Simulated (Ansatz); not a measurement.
**Li on W(100): change of the work function**

Aim: the work function of W(100) at several coverages of Li (hollow site), and the dipole that each adsorbate carries.

Calculated with Ansatz 0.2.0; plane-wave DFT, PBE, Ansatz PAW.

### Step 1. The starting structure

The cell holds 5 atoms: 5 W. Cell: a = 3.160 Å, b = 3.160 Å, c = 24.320 Å, α = 90.0°, β = 90.0°, γ = 90.0°. Vacuum lies along c.

### Step 2. The clean slab

The bare slab comes first, as the zero from which every change is counted. The two lowest layers are held at bulk places and the upper ones relax. The dipole correction removes the false field that a one-sided slab makes across the periodic vacuum, so each face gets a flat vacuum level of its own.

Contents of input.yaml:

```yaml
crystal:
  lattice:
    - [3.16, 0.0, 0.0]
    - [0.0, 3.16, 0.0]
    - [0.0, 0.0, 24.32]
  atoms:
    - { symbol: W, position: [0.0, 0.0, 0.3700657895] }
    - { symbol: W, position: [0.5, 0.5, 0.4350328947] }
    - { symbol: W, position: [0.0, 0.0, 0.5] }
    - { symbol: W, position: [0.5, 0.5, 0.5649671053] }
    - { symbol: W, position: [0.0, 0.0, 0.6299342105] }
kpoints:
  mp_grid: { grid: [12, 12, 1] }
hamiltonian:
  xc: pbe
scf:
  occupations: { method: fermi_dirac, width: 0.1 }
  convergence: { dr2_threshold: 1.0e-08 }
efield:
  axis: 3
  dipole_correction: true
  ramp_position: 0.97
  ramp_width: 0.06
relax:
  f_tol: 0.02
  max_steps: 60
  constraints: [{ sites: [0, 1] }]
output:
  write_potential: true
  write_density: true
  volumetric_format: npy
```

The run is started by

```
$ ansatz run input.yaml --threads 4 --pin off --max-ram 6144MiB --backend cpu --events-out ev --progress --plain --runs-dir out
```

Numbers of over 12 decimals in the logs are rounded to 6 here.

Output:

```text
Engine: ansatz 0.2.0, x86_64-unknown-linux-gnu
Pseudopotentials: kind: paw
Pseudopotential: W, paw, valence charge 14, recommended cutoff 420 eV (normal), W.paw.azcp
Functional definition: PBE
  parameter kappa = 0.804
  parameter beta = 0.066725
  exchange = pbe_x(kappa = kappa, mu = beta*pi^2/3)
  correlation = pbe_c(beta = beta)
Crystal: 5 atoms, lattice volume = 242.850 Å³
Basis set: ecut = 420 eV, 4785 PW (Γ), exchange–correlation on 48×48×360 points (8 copies of the dense FFT grid, shifted against one another)
Bands: 42, of which v1, the nominal top of the filled ones, is band 35 counted from 1 (34 counted from 0)
Symmetry: 8 space group operations
k-points: 28 of 144
Non-local potential: W, projectors of the file, l = 0: 3, l = 1: 2, l = 2: 2, l = 3: 1
PAW form: soft (Blöchl's): semilocal exchange-correlation on the pseudo side does not see the compensation charge
PAW one-centre angular grid: W, 590 points (default); XC on 64 Gauss nodes
Initial density: superposition of atomic densities (neutral atoms: chi_scale 0, normalization atom), corrected by the library's trained network
Initial wavefunctions: pseudopotential atomic-orbital guess
Functional: x = pbe(κ = 0.804, μ = 0.219515), c = pbe(β = 0.066725)
SCF iter   1: F=—  HF=-51918.951096 eV  |F-HF|=—  |Δ(HF+E_count)|=         —  Δρ=5.95e-3  dr2=2.55e-1  ethr=1.77e-3  p=0.000 e·Å  D=1.75e-13 V/Å  ΔV_dip=-0.00 eV  dr2_dipole=1.36e-7  V_vac-E_F(+/−)=4.35/4.35 eV  ⟨swp⟩=8.6  Hψ=5700  notcnv=0
efield: sawtooth ramp at fractional position 0.9700 (set: `efield.ramp_position`, or a place that a band, a saddle search or an elastic batch's reference lends), width 0.0600; the density the first Hamiltonian is built on has a dipole p = 0.000 e·Å; the dipole correction subtracts the counter field D = 1.75e-13 V/Å, which shifts the + side's vacuum level by -0.00 eV against the − side's; the planar-averaged density in the ramp window peaks in size at 1.3e-5 e/Å³
preconditioner: auto → LDOS  [metal: Δε(μ)=0.012 eV  Ē_g=4.218 eV  σ=0.100 eV  W_gap=0.03  n_scr=44 (ndim 8)  ℏωp=13.1 eV  f_vac=0.578  D(μ)=6.08/eV (n_scr^D=36)  β→1.0]
SCF iter   2: F=—  HF=-51918.934205 eV  |F-HF|=—  |Δ(HF+E_count)|=   1.69e-2  Δρ=4.40e-3  dr2=1.09e-1  ethr=3.64e-4  p=0.000 e·Å  D=4.17e-6 V/Å  ΔV_dip=-0.00 eV  dr2_dipole=3.08e-7  V_vac-E_F(+/−)=4.26/4.26 eV  ⟨swp⟩=2.3  Hψ=2028  notcnv=0
SCF iter   3: F=—  HF=-51918.923000 eV  |F-HF|=—  |Δ(HF+E_count)|=   1.12e-2  Δρ=1.09e-3  dr2=7.42e-3  ethr=1.56e-4  p=0.000 e·Å  D=2.29e-6 V/Å  ΔV_dip=-0.00 eV  dr2_dipole=1.80e-8  V_vac-E_F(+/−)=4.26/4.26 eV  ⟨swp⟩=2.0  Hψ=1782  notcnv=0
SCF iter   4: F=—  HF=-51918.923163 eV  |F-HF|=—  |Δ(HF+E_count)|=   1.63e-4  Δρ=3.17e-4  dr2=3.30e-4  ethr=1.06e-5  p=0.000 e·Å  D=1.72e-6 V/Å  ΔV_dip=-0.00 eV  dr2_dipole=1.10e-9  V_vac-E_F(+/−)=4.24/4.24 eV  ⟨swp⟩=2.3  Hψ=1596  notcnv=0
SCF iter   5: F=—  HF=-51918.923250 eV  |F-HF|=—  |Δ(HF+E_count)|=   8.72e-5  Δρ=1.24e-4  dr2=3.15e-5  ethr=4.72e-7  p=0.000 e·Å  D=1.00e-6 V/Å  ΔV_dip=-0.00 eV  dr2_dipole=1.10e-10  V_vac-E_F(+/−)=4.23/4.23 eV  ⟨swp⟩=3.1  Hψ=2006  notcnv=0
SCF iter   6: F=—  HF=-51918.923288 eV  |F-HF|=—  |Δ(HF+E_count)|=   3.79e-5  Δρ=4.16e-5  dr2=4.77e-6  ethr=4.50e-8  p=0.000 e·Å  D=2.04e-7 V/Å  ΔV_dip=-0.00 eV  dr2_dipole=2.62e-12  V_vac-E_F(+/−)=4.23/4.23 eV  ⟨swp⟩=2.6  Hψ=2048  notcnv=0
SCF iter   7: F=—  HF=-51918.923579 eV  |F-HF|=—  |Δ(HF+E_count)|=   2.92e-4  Δρ=1.09e-5  dr2=2.41e-7  ethr=6.81e-9  p=0.000 e·Å  D=5.52e-8 V/Å  ΔV_dip=-0.00 eV  dr2_dipole=5.97e-12  V_vac-E_F(+/−)=4.23/4.23 eV  ⟨swp⟩=3.0  Hψ=2272  notcnv=0
SCF iter   8: F=—  HF=-51918.923580 eV  |F-HF|=—  |Δ(HF+E_count)|=   8.24e-7  Δρ=2.94e-6  dr2=3.53e-8  ethr=3.45e-10  p=0.000 e·Å  D=1.23e-9 V/Å  ΔV_dip=-0.00 eV  dr2_dipole=2.46e-13  V_vac-E_F(+/−)=4.23/4.23 eV  ⟨swp⟩=3.1  Hψ=2338  notcnv=0
SCF iter   9: F=-51918.923580 eV  HF=-51918.923580 eV  |F-HF|=8.21e-9  |Δ(HF+E_count)|=   5.96e-8  Δρ=8.66e-7  dr2=5.36e-9  ethr=1.43e-11  p=-0.000 e·Å  D=-1.94e-8 V/Å  ΔV_dip=0.00 eV  dr2_dipole=1.36e-12  V_vac-E_F(+/−)=4.23/4.23 eV  ⟨swp⟩=11.4  Hψ=9033  notcnv=0
SCF 1 converged in 9 iterations: F = -51918.923580 eV  dr2 = 5.36e-9
  greatest PAW one-centre occupation: 1.000 electrons in one spin orbital (limit 2), on the W atom at site 0 (counted from 0), in its partial waves of l = 0
relax step   1: F+E_penalty+E_count = -51918.92358024 eV  Δ(F+E_penalty+E_count) = +0.000e0 eV  max|allowed force component| = 1.592e0 eV/Å  Δτ_max = 0.0000 Å  (9 SCF iters, accepted)
Initial density: handed on by an earlier stage of this run
Initial wavefunctions: those handed on with the density
SCF iter   1: F=—  HF=-51918.860676 eV  |F-HF|=—  |Δ(HF+E_count)|=         —  Δρ=1.54e-2  dr2=6.16e0  ethr=3.10e-3  p=-0.000 e·Å  D=-1.58e-7 V/Å  ΔV_dip=0.00 eV  dr2_dipole=1.87e0  V_vac-E_F(+/−)=4.30/4.30 eV  ⟨swp⟩=6.5  Hψ=3751  notcnv=0
efield: sawtooth ramp at fractional position 0.9700 (set: `efield.ramp_position`, or a place that a band, a saddle search or an elastic batch's reference lends), width 0.0600; the density the first Hamiltonian is built on has a dipole p = -0.000 e·Å; the dipole correction subtracts the counter field D = -1.58e-7 V/Å, which shifts the + side's vacuum level by +0.00 eV against the − side's; the planar-averaged density in the ramp window peaks in size at 1.5e-6 e/Å³
preconditioner: auto → LDOS  [metal: Δε(μ)=0.006 eV  Ē_g=4.379 eV  σ=0.100 eV  W_gap=0.01  n_scr=44 (ndim 8)  ℏωp=13.1 eV  f_vac=0.587  D(μ)=5.24/eV (n_scr^D=14)  β→1.0]
SCF iter   2: F=—  HF=-51918.713987 eV  |F-HF|=—  |Δ(HF+E_count)|=   1.47e-1  Δρ=5.16e-3  dr2=4.47e-1  ethr=3.10e-3  p=0.010 e·Å  D=7.11e-3 V/Å  ΔV_dip=-0.17 eV  dr2_dipole=4.53e-2  V_vac-E_F(+/−)=4.02/4.20 eV  ⟨swp⟩=2.5  Hψ=1825  notcnv=0
SCF iter   3: F=—  HF=-51918.691291 eV  |F-HF|=—  |Δ(HF+E_count)|=   2.27e-2  Δρ=2.17e-3  dr2=7.74e-2  ethr=6.38e-4  p=0.001 e·Å  D=9.34e-4 V/Å  ΔV_dip=-0.02 eV  dr2_dipole=4.37e-3  V_vac-E_F(+/−)=4.21/4.23 eV  ⟨swp⟩=2.5  Hψ=1825  notcnv=0
SCF iter   4: F=—  HF=-51918.684661 eV  |F-HF|=—  |Δ(HF+E_count)|=   6.63e-3  Δρ=4.62e-4  dr2=2.96e-3  ethr=1.11e-4  p=0.004 e·Å  D=2.87e-3 V/Å  ΔV_dip=-0.07 eV  dr2_dipole=7.96e-4  V_vac-E_F(+/−)=4.16/4.23 eV  ⟨swp⟩=2.2  Hψ=1741  notcnv=0
SCF iter   5: F=—  HF=-51918.684364 eV  |F-HF|=—  |Δ(HF+E_count)|=   2.97e-4  Δρ=1.49e-4  dr2=1.60e-4  ethr=4.23e-6  p=0.004 e·Å  D=3.15e-3 V/Å  ΔV_dip=-0.08 eV  dr2_dipole=3.00e-6  V_vac-E_F(+/−)=4.15/4.23 eV  ⟨swp⟩=2.4  Hψ=1933  notcnv=0
[...]
SCF iter   5: F=—  HF=-51919.034444 eV  |F-HF|=—  |Δ(HF+E_count)|=   9.55e-5  Δρ=1.12e-4  dr2=5.69e-5  ethr=4.38e-7  p=0.007 e·Å  D=5.15e-3 V/Å  ΔV_dip=-0.13 eV  dr2_dipole=1.35e-6  V_vac-E_F(+/−)=4.13/4.25 eV  ⟨swp⟩=3.0  Hψ=2336  notcnv=0
SCF iter   6: F=—  HF=-51919.034436 eV  |F-HF|=—  |Δ(HF+E_count)|=   8.51e-6  Δρ=3.86e-5  dr2=9.60e-6  ethr=8.13e-8  p=0.007 e·Å  D=5.01e-3 V/Å  ΔV_dip=-0.12 eV  dr2_dipole=2.38e-6  V_vac-E_F(+/−)=4.13/4.25 eV  ⟨swp⟩=2.0  Hψ=1754  notcnv=0
SCF iter   7: F=—  HF=-51919.034732 eV  |F-HF|=—  |Δ(HF+E_count)|=   2.97e-4  Δρ=1.68e-5  dr2=1.14e-6  ethr=1.37e-8  p=0.006 e·Å  D=4.83e-3 V/Å  ΔV_dip=-0.12 eV  dr2_dipole=2.79e-7  V_vac-E_F(+/−)=4.13/4.25 eV  ⟨swp⟩=2.3  Hψ=1674  notcnv=0
SCF iter   8: F=—  HF=-51919.034732 eV  |F-HF|=—  |Δ(HF+E_count)|=   3.20e-7  Δρ=6.21e-6  dr2=1.03e-7  ethr=1.62e-9  p=0.006 e·Å  D=4.79e-3 V/Å  ΔV_dip=-0.12 eV  dr2_dipole=1.64e-10  V_vac-E_F(+/−)=4.13/4.25 eV  ⟨swp⟩=2.5  Hψ=1992  notcnv=0
SCF iter   9: F=—  HF=-51919.034733 eV  |F-HF|=—  |Δ(HF+E_count)|=   1.32e-7  Δρ=2.56e-6  dr2=3.69e-8  ethr=1.43e-11  p=0.006 e·Å  D=4.77e-3 V/Å  ΔV_dip=-0.12 eV  dr2_dipole=6.28e-10  V_vac-E_F(+/−)=4.13/4.25 eV  ⟨swp⟩=12.2  Hψ=9834  notcnv=0
SCF iter  10: F=-51919.034733 eV  HF=-51919.034733 eV  |F-HF|=8.20e-9  |Δ(HF+E_count)|=   8.29e-9  Δρ=7.82e-7  dr2=2.92e-9  ethr=1.43e-11  p=0.006 e·Å  D=4.77e-3 V/Å  ΔV_dip=-0.12 eV  dr2_dipole=2.49e-11  V_vac-E_F(+/−)=4.13/4.25 eV  ⟨swp⟩=9.2  Hψ=8754  notcnv=0
SCF 3 converged in 10 iterations: F = -51919.034733 eV  dr2 = 2.92e-9
relax step   3: F+E_penalty+E_count = -51919.03473260 eV  Δ(F+E_penalty+E_count) = -1.112e-1 eV  max|allowed force component| = 2.016e-1 eV/Å  Δτ_max = 0.0990 Å  (10 SCF iters, accepted)
SCF iter   1: F=—  HF=-51919.036585 eV  |F-HF|=—  |Δ(HF+E_count)|=         —  Δρ=7.31e-4  dr2=7.74e-3  ethr=3.62e-4  p=0.006 e·Å  D=4.77e-3 V/Å  ΔV_dip=-0.12 eV  dr2_dipole=1.41e-3  V_vac-E_F(+/−)=4.13/4.25 eV  ⟨swp⟩=1.9  Hψ=1723  notcnv=0
efield: sawtooth ramp at fractional position 0.9700 (set: `efield.ramp_position`, or a place that a band, a saddle search or an elastic batch's reference lends), width 0.0600; the density the first Hamiltonian is built on has a dipole p = 0.006 e·Å; the dipole correction subtracts the counter field D = 4.77e-3 V/Å, which shifts the + side's vacuum level by -0.12 eV against the − side's; the planar-averaged density in the ramp window peaks in size at 2.1e-6 e/Å³
preconditioner: auto → LDOS  [metal: Δε(μ)=0.017 eV  Ē_g=4.256 eV  σ=0.100 eV  W_gap=0.04  n_scr=44 (ndim 8)  ℏωp=13.1 eV  f_vac=0.581  D(μ)=6.09/eV (n_scr^D=36)  β→1.0]
SCF iter   2: F=—  HF=-51919.036460 eV  |F-HF|=—  |Δ(HF+E_count)|=   1.25e-4  Δρ=4.41e-4  dr2=2.28e-3  ethr=1.11e-5  p=0.006 e·Å  D=4.44e-3 V/Å  ΔV_dip=-0.11 eV  dr2_dipole=2.62e-5  V_vac-E_F(+/−)=4.14/4.25 eV  ⟨swp⟩=2.0  Hψ=1771  notcnv=0
SCF iter   3: F=—  HF=-51919.036277 eV  |F-HF|=—  |Δ(HF+E_count)|=   1.83e-4  Δρ=1.27e-4  dr2=1.73e-4  ethr=3.26e-6  p=0.006 e·Å  D=4.65e-3 V/Å  ΔV_dip=-0.11 eV  dr2_dipole=2.40e-8  V_vac-E_F(+/−)=4.14/4.25 eV  ⟨swp⟩=2.1  Hψ=1634  notcnv=0
SCF iter   4: F=—  HF=-51919.036254 eV  |F-HF|=—  |Δ(HF+E_count)|=   2.39e-5  Δρ=2.81e-5  dr2=2.75e-6  ethr=2.47e-7  p=0.006 e·Å  D=4.59e-3 V/Å  ΔV_dip=-0.11 eV  dr2_dipole=2.07e-8  V_vac-E_F(+/−)=4.14/4.25 eV  ⟨swp⟩=3.1  Hψ=1951  notcnv=0
SCF iter   5: F=—  HF=-51919.036537 eV  |F-HF|=—  |Δ(HF+E_count)|=   2.84e-4  Δρ=1.20e-5  dr2=5.50e-7  ethr=3.93e-9  p=0.006 e·Å  D=4.56e-3 V/Å  ΔV_dip=-0.11 eV  dr2_dipole=7.34e-9  V_vac-E_F(+/−)=4.14/4.25 eV  ⟨swp⟩=2.9  Hψ=2275  notcnv=0
SCF iter   6: F=—  HF=-51919.036538 eV  |F-HF|=—  |Δ(HF+E_count)|=   4.48e-7  Δρ=5.05e-6  dr2=1.34e-7  ethr=7.86e-10  p=0.006 e·Å  D=4.56e-3 V/Å  ΔV_dip=-0.11 eV  dr2_dipole=2.26e-9  V_vac-E_F(+/−)=4.14/4.25 eV  ⟨swp⟩=2.3  Hψ=1807  notcnv=0
SCF iter   7: F=—  HF=-51919.036538 eV  |F-HF|=—  |Δ(HF+E_count)|=   1.56e-7  Δρ=1.70e-6  dr2=1.87e-8  ethr=1.91e-10  p=0.006 e·Å  D=4.56e-3 V/Å  ΔV_dip=-0.11 eV  dr2_dipole=2.65e-10  V_vac-E_F(+/−)=4.14/4.25 eV  ⟨swp⟩=2.4  Hψ=1681  notcnv=0
SCF iter   8: F=-51919.036538 eV  HF=-51919.036538 eV  |F-HF|=8.22e-10  |Δ(HF+E_count)|=   2.06e-8  Δρ=2.86e-7  dr2=4.82e-10  ethr=1.43e-11  p=0.006 e·Å  D=4.56e-3 V/Å  ΔV_dip=-0.11 eV  dr2_dipole=4.91e-11  V_vac-E_F(+/−)=4.14/4.25 eV  ⟨swp⟩=11.2  Hψ=8810  notcnv=0
SCF 4 converged in 8 iterations: F = -51919.036538 eV  dr2 = 4.82e-10
relax step   4: F+E_penalty+E_count = -51919.03653794 eV  Δ(F+E_penalty+E_count) = -1.805e-3 eV  max|allowed force component| = 1.013e-2 eV/Å  Δτ_max = 0.0132 Å  (8 SCF iters, accepted)
NSCF: frozen V_eff on 28 k-points
the band table was solved once a step of the walk had ended and its energy, with any forces and stress, was formed, with the checks that follow a solve (5699 applications of the Hamiltonian). They found nothing against the state; the energy, forces and stress were not computed again (output.eigenvalues in the input reference)
WARN: The output density's exchange-correlation potential varies sharply where the density is thin. Do not read a vacuum level from v_tot or v_xc, or from such a field of the output density. On a cell that repeats whose density bears no net charge and no dipole along the vacuum's axis use v_es (v_loc + v_h of the components); under efield.dipole_correction with no amplitude use v_es + v_field, which holds any externa [...]
SCF converged after 8 iterations
Free energy (F): -51919.036538 eV
Harris-Foulkes:  -51919.036538 eV  (|F-HF|=8.22e-10)
Internal energy: -51918.841452 eV  (E = F + TS)
E sigma→0 (E₀):  -51918.938995 eV
Entropy (-TS):   -0.195086 eV (-39.017 meV/atom)
Fermi energy:    4.625999 eV
Dipole field:    D = 0.004553 V/Å  (p = 0.006111 e·Å, saw-weighted, corrected)
Work function:   Φ+ = 4.1402 eV   Φ− = 4.2509 eV
Levels:          The Fermi level and band energies are counted from a zero that moves with the ramp; work functions are not
--- Per-component energies (eV) ---
  E_band       = -1645.874116
  E_kinetic    = 2239.392052
  E_local      = -86026.431522  (includes V_loc(G=0)·N_el)
  E_nonlocal   = 8.030762
  E_hartree    = 41971.393688
  E_xc         = -1327.462600
  E_vxc        = -1184.410985  (∫ρ·V_xc dr)
  E_paw        = -42812.968297  (= ΣΔE_a)
  E_vpaw       = -625.239658  (= ΣTr[D̂ρ^β])
  E_aug_tail   = -0.000292  (compensation charges beyond the density's cutoff)
  E_efield     = 0.000014  (sawtooth field / dipole correction)
  E_vefield    = 0.001484  (∫n·V_field dr)
  E_ewald      = 34029.204743
  E_smearing   = -0.195086  (= −TS)
  E_closure    = -0.000000  (closes the sum)
  Σ components = -51919.036538   (vs F -51919.036538, Δ=0.00e0)
--- Forces (eV/Å), atoms counted from 1 ---
  atom   1  W      0.00000000    -0.00000000     1.17619821
  atom   2  W     -0.00000000     0.00000000    -1.16365804
  atom   3  W      0.00000000     0.00000000     0.00643864
  atom   4  W     -0.00000000    -0.00000000    -0.00883332
  atom   5  W     -0.00000000     0.00000000    -0.01013388
  max |Σ_I F_I| component: 1.16e-5 eV/Å
--- Band table (eV; the first three rows and the last of 28) ---
  k-point 0: bands = [... 31 lower, 3.9668, 3.9668, 4.2629, 4.3964, 4.5526, 4.7209, 4.7256, 4.7256, ... 3 higher]
  k-point 1: bands = [... 31 lower, 3.9951, 4.0760, 4.0848, 4.3099, 4.4402, 4.6657, 5.2346, 5.2855, ... 3 higher]
  k-point 2: bands = [... 31 lower, 3.8308, 3.8974, 3.9275, 4.0569, 4.7980, 5.0730, 5.4757, 5.6383, ... 3 higher]
  k-point 27: bands = [... 31 lower, 3.6812, 3.6812, 6.3929, 6.3929, 6.4506, 6.5904, 7.0051, 7.0051, ... 3 higher]
--- Relaxed structure (4 steps of the walk, 3 accepted, 0 SCFs on fresh bases) ---
  F+E_penalty+E_count = -51919.03653794 eV   max|allowed force component| = 1.013e-2 eV/Å
  atoms:
    - { symbol: W, position: [0.0, 0.0, 0.3700657895] }
    - { symbol: W, position: [0.500000, 0.500000, 0.435033] }
    - { symbol: W, position: [0, 0, 0.499966] }
    - { symbol: W, position: [0.500000, 0.500000, 0.567590] }
    - { symbol: W, position: [-5.27492653812538e-18, 0, 0.626407] }
```

The job ended after 15 s (4 threads of AMD EPYC 9R14 (Zen 4), shared host; peak memory 0.69 GiB).

Step by step:

| step | energy less that of the first step (eV) | largest force component (eV/Å) |
| --- | --- | --- |
| 1 | 0.0000 | 1.5923 |
| 2 | 0.2389 | 2.9711 |
| 3 | -0.1112 | 0.2016 |
| 4 | -0.1130 | 0.0101 |

Relaxation step 2 was tried and not accepted.

The run keeps the 8 symmetry operations that it works with, so distortions that break them were not tested.

The atoms that moved most (Å):

| atom | dx | dy | dz | length |
| --- | --- | --- | --- | --- |
| W5 | 0.000 | 0.000 | -0.086 | 0.086 |
| W4 | 0.000 | 0.000 | 0.064 | 0.064 |

Numbers from this step:

```yaml
energy_at_zero_smearing: -51918.9390 eV
work_function_upper_face: 4.140 eV
work_function_lower_face: 4.251 eV
dipole_along_the_normal: 0.006111 e·Å
step_between_the_vacuum_levels: -0.1107 eV
```

Running mean over 1.58 Å of the planar mean; the ramp of the sawtooth is left out. Electron's electrostatic potential energy less the Fermi level against z:

| z (Å) | electron's electrostatic potential energy less the Fermi level (eV) |
| --- | --- |
| 3.0 | 4.25 |
| 3.5 | 4.25 |
| 4.0 | 4.25 |
| 4.5 | 4.25 |
| 5.0 | 4.24 |
| 5.5 | 4.22 |
| 6.0 | 4.16 |
| 6.5 | 3.97 |
| 7.0 | 3.41 |
| 7.5 | 1.68 |
| 8.0 | -2.58 |
| 8.5 | -8.00 |
| 9.0 | -11.3 |
| 9.5 | -12.2 |
| 10.0 | -12.4 |
| 10.5 | -12.5 |
| 11.0 | -12.6 |
| 11.5 | -12.7 |
| 12.0 | -12.6 |
| 12.5 | -12.2 |
| 13.0 | -12.0 |
| 13.5 | -12.4 |
| 14.0 | -13.4 |
| 14.5 | -13.9 |
| 15.0 | -13.0 |
| 15.5 | -10.2 |
| 16.0 | -5.21 |
| 16.5 | -0.0115 |
| 17.0 | 2.77 |
| 17.5 | 3.68 |
| 18.0 | 3.99 |
| 18.5 | 4.09 |
| 19.0 | 4.12 |
| 19.5 | 4.13 |
| 20.0 | 4.14 |
| 20.5 | 4.14 |
| 21.0 | 4.14 |

The relaxation took 4 steps and lowered the energy by 0.11 eV; the largest force on the free atoms ends at 0.010 eV/Å.

The work function of the upper face is 4.14 eV.

(Part 1 of 3 ends here.)

[Logs are printed without paths, hosts, clocks, repeated set-up lines and the standing remarks that a program may print on its own settings, such as how far it seeks lower states.]

[Hosts, paths, dates, database ids (printed as entryN), source tags and the programs' standing remarks are cut or masked in the printed files.]

[Maps of the electrostatic potential energy from Ansatz leave out the sawtooth potential of an applied field or a dipole correction, so their vacuum need not be flat; planar profiles and work functions include it.]
